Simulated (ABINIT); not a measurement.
**SiO2 (P6_422): bands and cutoff in G0W0 with ABINIT**

Wanted: a converged G0W0 gap of SiO2 (P6_422), or an estimate of the limit.

Program: ABINIT 10.8.3. Level of theory: LDA and many-body steps on it, plane waves. Results are calculated unless marked as measured.

## 1. The starting structure

The structure is hexagonal, space group P6_422 (No. 181). Conventional cell: a = 5.061 Å, b = 5.061 Å, c = 5.541 Å, α = 90.00°, β = 90.00°, γ = 120.00°. Si has 4 O at 1.61 Å nearest. Nearest to O lie 2 Si at 1.61 Å. Farther neighbours and most contacts between anions are not listed.

The cell and positions are those that the Materials Project relaxed with its own functionals (PBE, PBE+U or r2SCAN), kept fixed.

## 2. Empty states on the mesh, 3×3×2 mesh, 646 bands

This step: ABINIT 10.8.3; DFT, LDA, plane waves, norm-conserving pseudopotentials.

The sums over transitions need many empty states on a uniform mesh; this step solves for them.

run.abi reads:

```
acell 3*1.0 Angstrom
rprim 
  5.060522228394 0.000000000001 0.000000000000
  -2.530261114198 4.382540806204 0.000000000000
  0.000000000000 0.000000000000 5.541353310000
ntypat 2
znucl 14 8
natom 9
typat 1 1 1 2 2 2 2 2 2
xred 
  0.000000000000 0.500000000000 0.333333333333
  0.500000000000 0.500000000000 0.666666666667
  0.500000000000 0.000000000000 -0.000000000000
  0.582789260000 0.791394630000 0.833333333333
  0.791394630000 0.582789260000 0.500000000000
  0.791394630000 0.208605370000 0.166666666667
  0.417210740000 0.208605370000 0.833333333333
  0.208605370000 0.417210740000 0.500000000000
  0.208605370000 0.791394630000 0.166666666667
pp_dirpath "pseudos"
pseudos "Si.upf, O.upf"
ecut 36
ngkpt 3 3 2
nshiftk 1
shiftk 0 0 0
kptopt 1
chksymbreak 0
iscf -2
irdden 1
istwfk *1
nband 646
nbdbuf 58
tolwfr 1e-09
nstep 60
prtvol 0
indata_prefix "in"
outdata_prefix "out"
tmpdata_prefix "tmp"
```

Command:

```bash
OMP_NUM_THREADS=1 mpirun -n 6 abinit run.abi > log
```

Numbers of over 12 decimals in the logs are rounded to 6 here.

Log:

```text
.Version 10.8.3 of ABINIT. v10.8.2 released Aug 2026.

 Symmetries : space group P6_4 2 2 (#181); Bravais hP (primitive hexag.)
[... echo of the input left out ...]
== DATASET  1 ==================================================================
-   mpi_nproc: 6, omp_nthreads: 1 (-1 if OMP is not activated)

--- !DatasetInfo
iteration_state: {dtset: 1, }
dimensions: {natom: 9, nkpt: 6, mband: 646, nsppol: 1, nspinor: 1, nspden: 1, mpw: 8607, }
cutoff_energies: {ecut:  36.0, pawecutdg:  -1.0, }
[...]
5.89928    5.91141    5.91957    5.93924    5.93927    5.94895    5.96286    5.96299
   5.96730    5.96741    5.97238    5.98647    5.99756    6.00445    6.01340    6.01457
   6.01535    6.01626    6.01780    6.02221    6.02532    6.03619
 prteigrs : prtvol=0 or 1, do not print more k-points.

== END DATASET(S) ==============================================================
================================================================================

 -outvars: echo values of variables after computation  --------
            nband         646
             nkpt           6
          spgroup         181
 [... the other variables as echoed above ...]

 Calculation completed.
```

Wall time 11 min (6 MPI ranks of Arm Neoverse V1, shared host); peak memory 1.4 GiB.

Numbers from this step:

| Property | Result |
| --- | --- |
| gap | 5.503 eV |
| k of the valence top | 0, 0, 0.5 |
| k of the conduction bottom | 0, 0, 0 |
| least direct gap | 5.695 eV |
| k points computed | 6 |
| lowest point of the top converged band, above the valence top | 153.5816 eV |

On this mesh the gap is 5.503 eV.

The density comes from a self-consistent run that is not shown.

## 3. Screening, 3×3×2 mesh, 135 bands, screening to 68.6 eV

The RPA dielectric matrix is built and inverted for each q.

This step: RPA screening on LDA, plane waves, norm-conserving pseudopotentials.

run.abi: that of step 2 with these lines changed.

```diff
@@ -27,10 +27,11 @@
 chksymbreak 0
-iscf -2
-irdden 1
 istwfk *1
-nband 646
-nbdbuf 58
-tolwfr 1e-09
-nstep 60
-prtvol 0
+occopt 1
+irdwfk 1
+optdriver 3
+nband 135
+ecuteps 2.52
+inclvkb 2
+awtr 1
+symchi 1
 indata_prefix "in"
```

Command:

```bash
OMP_NUM_THREADS=1 mpirun -n 8 abinit run.abi > log
```

Log:

```text
.Version 10.8.3 of ABINIT. v10.8.2 released Aug 2026.

 Symmetries : space group P6_4 2 2 (#181); Bravais hP (primitive hexag.)
[... echo of the input left out ...]
== DATASET  1 ==================================================================
-   mpi_nproc: 8, omp_nthreads: 1 (-1 if OMP is not activated)

--- !DatasetInfo
iteration_state: {dtset: 1, }
dimensions: {natom: 9, nkpt: 6, mband: 135, nsppol: 1, nspinor: 1, nspden: 1, mpw: 8607, }
cutoff_energies: {ecut:  36.0, pawecutdg:  -1.0, }
electrons: {nelect:   4.80000000E+01, charge:   0.00000000E+00, occopt:   1.00000000E+00, tsmear:   1.00000000E-02, }

 SCREENING: Calculation of the susceptibility and dielectric matrices

 Based on a program developped by R.W. Godby, V. Olevano, G. Onida, and L. Reining.
 Incorporated in ABINIT by V. Olevano, G.-M. Rignanese, and M. Torrent.
.Using double precision arithmetic ; gwpc =  8

[... cell and pseudopotentials left out ...]
--------------------------------------------------------------------------------

 ==== K-mesh for the wavefunctions ====
 Number of points in the irreducible wedge :     6
[... list of points left out ...]
 Together with 12 symmetry operations and time-reversal symmetry
 yields    18 points in the full Brillouin Zone.

 ==== Q-mesh for the screening function ====
 Number of points in the irreducible wedge :     6
[... list of points left out ...]
 Together with 12 symmetry operations and time-reversal symmetry
 yields    18 points in the full Brillouin Zone.

 setmesh: FFT mesh size selected  =    30x   30x   36
          total number of points  =        32400

 vcoul_init : cutoff-mode = AUXILIARY_FUNCTION
 q-points for optical limit:   1
     1)      0.000010    0.000020    0.000030

- screening: taking advantage of time-reversal symmetry
- Maximum band index for partially occupied states nbvw = 24
- Remaining bands to be divided among processors   nbcw = 111
- Number of bands treated by each node ~13

 Number of electrons calculated from density =   48.0000; Expected =   48.0000
 average of density, n =  0.057877
 r_s =    1.6037
 omega_plasma =   23.2065 [eV]

 calculating chi0 at frequencies [eV] :
  1    0.000000E+00    0.000000E+00
  2    0.000000E+00    2.320648E+01

--------------------------------------------------------------------------------
  q-point number  1        q = ( 0.000000, 0.000000, 0.000000) [r.l.u.]
--------------------------------------------------------------------------------
[... chi0 elements left out ...]
 For q-point:  0.000010 0.000020 0.000030
  dielectric constant =   2.3003
  dielectric constant without local fields =   2.4657

  Average fulfillment of the sum rule on Im[epsilon] for q-point    1 :     56.69  [%]
[... wings left out ...]
  q-point number  2        q = ( 0.333333, 0.000000, 0.000000) [r.l.u.]
--------------------------------------------------------------------------------
[... chi0 elements left out ...]
  Average fulfillment of the sum rule on Im[epsilon] for q-point    2 :     63.46  [%]

 [... 4 further q-points ...]
```

Run time: 33 s. Hardware: 8 MPI ranks; peak memory 2.4 GiB; 4.3 min of CPU time.

This step gave:

| Property | Result |
| --- | --- |
| ε∞ with local fields, on this mesh, along the program's q direction | 2.300 |
| the same without local fields | 2.466 |
| plasma frequency | 23.21 eV |
| plane waves in the screening matrix | 157 |

Local fields lower ε∞ by 7 %. On a Γ-centred mesh this coarse the value itself is usually too large, while a short band sum pulls it down.

## 4. 135 bands, 68.6 eV

The self-energy is evaluated for the states that the input lists, and the levels follow from it, in one-shot runs by the linearised quasiparticle equation.

This step: G0W0 on LDA, plane waves, norm-conserving pseudopotentials.

run.abi: that of step 3 with these lines changed.

```diff
@@ -30,8 +30,17 @@
 irdwfk 1
-optdriver 3
+optdriver 4
 nband 135
+gwcalctyp 0
+ecutsigx 36
+symsigma 1
+nkptgw 2
+kptgw 
+  0.0000000000 0.0000000000 0.5000000000
+  0.0000000000 0.0000000000 0.0000000000
+bdgw 
+  23 26
+  22 27
 ecuteps 2.52
-inclvkb 2
-awtr 1
-symchi 1
+irdscr 1
+ppmodel 1
 indata_prefix "in"
```

Log:

```text
.Version 10.8.3 of ABINIT. v10.8.2 released Aug 2026.

 Symmetries : space group P6_4 2 2 (#181); Bravais hP (primitive hexag.)
[... echo of the input left out ...]
== DATASET  1 ==================================================================
-   mpi_nproc: 8, omp_nthreads: 1 (-1 if OMP is not activated)

--- !DatasetInfo
iteration_state: {dtset: 1, }
dimensions: {natom: 9, nkpt: 6, mband: 135, nsppol: 1, nspinor: 1, nspden: 1, mpw: 8607, }
cutoff_energies: {ecut:  36.0, pawecutdg:  -1.0, }
electrons: {nelect:   4.80000000E+01, charge:   0.00000000E+00, occopt:   1.00000000E+00, tsmear:   1.00000000E-02, }

 SIGMA: Calculation of the GW corrections

 Based on a program developped by R.W. Godby, V. Olevano, G. Onida, and L. Reining.
 Incorporated in ABINIT by V. Olevano, G.-M. Rignanese, and M. Torrent.
.Using double precision arithmetic ; gwpc =  8

[... cell and pseudopotentials left out ...]
--------------------------------------------------------------------------------

 ==== K-mesh for the wavefunctions ====
 Number of points in the irreducible wedge :     6
[... list of points left out ...]
 Together with 12 symmetry operations and time-reversal symmetry
 yields    18 points in the full Brillouin Zone.

 ==== Q-mesh for screening function ====
 Number of points in the irreducible wedge :     6
[... list of points left out ...]
 Together with 12 symmetry operations and time-reversal symmetry
 yields    18 points in the full Brillouin Zone.

 vcoul_init : cutoff-mode = AUXILIARY_FUNCTION
 q-points for optical limit:   1
     1)      0.000010    0.000020    0.000030
 setmesh: FFT mesh size selected  =    45x   45x   60
          total number of points  =       121500

 Number of electrons calculated from density =   48.0000; Expected =   48.0000
 average of density, n =  0.057877
 r_s =    1.6037
 omega_plasma =   23.2065 [eV]

 === KS Band Gaps ===
  >>>> For spin  1
   Minimum direct gap =   5.6952 [eV], located at k-point      :   0.0000  0.0000  0.0000
   Fundamental gap    =   5.5029 [eV], Top of valence bands at :   0.0000  0.0000  0.5000
                                       Bottom of conduction at :   0.0000  0.0000  0.0000
 SIGMA fundamental parameters:
 PLASMON POLE MODEL  1
 number of plane-waves for SigmaX                 8543
 number of plane-waves for SigmaC and W            157
 number of plane-waves for wavefunctions          8543
 number of bands                                   135
 number of independent spin polarizations            1
 number of spinorial components                      1
 number of k-points in IBZ                           6
 number of q-points in IBZ                           6
 number of symmetry operations                      12
 number of k-points in BZ                           18
 number of q-points in BZ                           18
 number of frequencies for dSigma/dE                 9
 frequency step for dSigma/dE [eV]                0.25
 number of omega for Sigma on real axis              0
 max omega for Sigma on real axis  [eV]           0.00
 zcut for avoiding poles [eV]                     0.10

 EPSILON^-1 parameters (SCR file):
 dimension of the eps^-1 matrix on file            157
 dimension of the eps^-1 matrix used               157
 number of plane-waves for wavefunctions          8543
 number of bands                                   135
 number of q-points in IBZ                           6
 number of frequencies                               2
 number of real frequencies                          1
 number of imag frequencies                          1

 matrix elements of self-energy operator (all in [eV])

 Perturbative Calculation

--- !SelfEnergy_ee
iteration_state: {dtset: 1, }
kpoint     : [   0.000,    0.000,    0.500, ]
spin       : 1
KS_gap     :    7.308
QP_gap     :   10.470
Delta_QP_KS:    3.162
data: !SigmaeeData |
     Band     E0 <VxcDFT>   SigX SigC(E0)      Z dSigC/dE  Sig(E)    E-E0       E
       23  -0.394 -19.925 -25.777   4.130   0.822  -0.217 -21.340  -1.415  -1.809
       24  -0.394 -19.925 -25.777   4.130   0.822  -0.217 -21.340  -1.415  -1.809
       25   6.914 -11.536  -6.673  -2.855   0.870  -0.149  -9.789   1.747   8.661
       26   6.914 -11.536  -6.673  -2.855   0.870  -0.149  -9.789   1.747   8.661

--- !SelfEnergy_ee
iteration_state: {dtset: 1, }
kpoint     : [   0.000,    0.000,    0.000, ]
spin       : 1
KS_gap     :    5.695
QP_gap     :    8.588
Delta_QP_KS:    2.893
data: !SigmaeeData |
     Band     E0 <VxcDFT>   SigX SigC(E0)      Z dSigC/dE  Sig(E)    E-E0       E
       22  -0.866 -19.078 -24.917   4.027   0.823  -0.216 -20.568  -1.491  -2.356
       23  -0.866 -19.078 -24.917   4.027   0.823  -0.216 -20.568  -1.491  -2.356
       24  -0.586 -19.768 -25.614   4.109   0.822  -0.216 -21.196  -1.428  -2.014
       25   5.109 -10.324  -5.704  -2.952   0.878  -0.139  -8.860   1.464   6.574
       26   8.335 -11.205  -5.850  -3.044   0.867  -0.154  -9.202   2.004  10.338
       27   8.335 -11.205  -5.850  -3.044   0.867  -0.154  -9.202   2.004  10.338

== END DATASET(S) ==============================================================
================================================================================

 -outvars: echo values of variables after computation  --------
           etotal      0.0000000000E+00
            nband         135
             nkpt           6
          spgroup         181
 [... the other variables as echoed above ...]

 Calculation completed.
```

Wall time 4.7 s (8 MPI ranks); peak memory 1.5 GiB; 36 s of CPU time.

This step gave:

```yaml
g0w0_gap_on_the_points_computed: 8.383 eV
starting_gap_on_the_mesh: 5.503 eV
k_of_the_valence_top: 0, 0, 0.5
k_of_the_conduction_bottom: 0, 0, 0
z_at_the_valence_top: 0.822
z_at_the_conduction_bottom: 0.878
least_direct_g0w0_gap_on_the_computed_points: 8.588 eV
```

The gap on the mesh goes from 5.50 eV to 8.38 eV, a correction of +2.88 eV.

## 5. Screening, 3×3×2 mesh, 194 bands, screening to 90.6 eV

This step: RPA screening on LDA, plane waves, norm-conserving pseudopotentials.

run.abi: that of step 4 with these lines changed.

```diff
@@ -30,17 +30,8 @@
 irdwfk 1
-optdriver 4
-nband 135
-gwcalctyp 0
-ecutsigx 36
-symsigma 1
-nkptgw 2
-kptgw 
-  0.0000000000 0.0000000000 0.5000000000
-  0.0000000000 0.0000000000 0.0000000000
-bdgw 
-  23 26
-  22 27
-ecuteps 2.52
-irdscr 1
-ppmodel 1
+optdriver 3
+nband 194
+ecuteps 3.33
+inclvkb 2
+awtr 1
+symchi 1
 indata_prefix "in"
```

Log:

```text
.Version 10.8.3 of ABINIT. v10.8.2 released Aug 2026.

 Symmetries : space group P6_4 2 2 (#181); Bravais hP (primitive hexag.)
[... echo of the input left out ...]
== DATASET  1 ==================================================================
-   mpi_nproc: 8, omp_nthreads: 1 (-1 if OMP is not activated)

--- !DatasetInfo
iteration_state: {dtset: 1, }
dimensions: {natom: 9, nkpt: 6, mband: 194, nsppol: 1, nspinor: 1, nspden: 1, mpw: 8607, }
cutoff_energies: {ecut:  36.0, pawecutdg:  -1.0, }
electrons: {nelect:   4.80000000E+01, charge:   0.00000000E+00, occopt:   1.00000000E+00, tsmear:   1.00000000E-02, }

 SCREENING: Calculation of the susceptibility and dielectric matrices

 Based on a program developped by R.W. Godby, V. Olevano, G. Onida, and L. Reining.
 Incorporated in ABINIT by V. Olevano, G.-M. Rignanese, and M. Torrent.
.Using double precision arithmetic ; gwpc =  8

[... cell and pseudopotentials left out ...]
--------------------------------------------------------------------------------

 ==== K-mesh for the wavefunctions ====
 Number of points in the irreducible wedge :     6
[... list of points left out ...]
 Together with 12 symmetry operations and time-reversal symmetry
 yields    18 points in the full Brillouin Zone.

 ==== Q-mesh for the screening function ====
 Number of points in the irreducible wedge :     6
[... list of points left out ...]
 Together with 12 symmetry operations and time-reversal symmetry
 yields    18 points in the full Brillouin Zone.

 setmesh: FFT mesh size selected  =    36x   36x   45
          total number of points  =        58320

 vcoul_init : cutoff-mode = AUXILIARY_FUNCTION
 q-points for optical limit:   1
     1)      0.000010    0.000020    0.000030

- screening: taking advantage of time-reversal symmetry
- Maximum band index for partially occupied states nbvw = 24
- Remaining bands to be divided among processors   nbcw = 170
- Number of bands treated by each node ~21

 Number of electrons calculated from density =   48.0000; Expected =   48.0000
 average of density, n =  0.057877
 r_s =    1.6037
 omega_plasma =   23.2065 [eV]

 calculating chi0 at frequencies [eV] :
  1    0.000000E+00    0.000000E+00
  2    0.000000E+00    2.320648E+01

--------------------------------------------------------------------------------
  q-point number  1        q = ( 0.000000, 0.000000, 0.000000) [r.l.u.]
--------------------------------------------------------------------------------
[... chi0 elements left out ...]
 For q-point:  0.000010 0.000020 0.000030
  dielectric constant =   2.2988
  dielectric constant without local fields =   2.4749

  Average fulfillment of the sum rule on Im[epsilon] for q-point    1 :     66.33  [%]
[... wings left out ...]
  q-point number  2        q = ( 0.333333, 0.000000, 0.000000) [r.l.u.]
--------------------------------------------------------------------------------
[... chi0 elements left out ...]
  Average fulfillment of the sum rule on Im[epsilon] for q-point    2 :     71.79  [%]

 [... 4 further q-points ...]
```

Wall time 66 s (8 MPI ranks); peak memory 3.5 GiB; 8.8 min of CPU time.

This step gave:

```
ε∞ with local fields, on this mesh, along the program's q direction : 2.299
the same without local fields                                       : 2.475
plasma frequency                                                    : 23.21 eV
plane waves in the screening matrix                                 : 237
```

(Continued in part 2 of 2.)

[Paths, hosts, dates, memory and timing lines, banners, echoed tables and standing remarks are left out of the program output.]

[Logs are printed without paths, hosts, clocks, repeated set-up lines and the standing remarks that a program may print on its own settings, such as how far it seeks lower states.]

[Runs of the session that timed out or met a known fault of the program may be left out.]

[Hosts, paths, dates, database ids (printed as entryN), source tags and the programs' standing remarks are cut or masked in the printed files.]

[G0W0 gaps are taken among the corrected bands and points alone; a level outside them can change the order at an edge.]

[Where Ansatz stands beside ABINIT at settings called matched, ABINIT's density can come from a denser mesh and the files from another edition; pairs whose starting gaps differed by over 0.03 eV were left out, so agreement reads better than it is.]
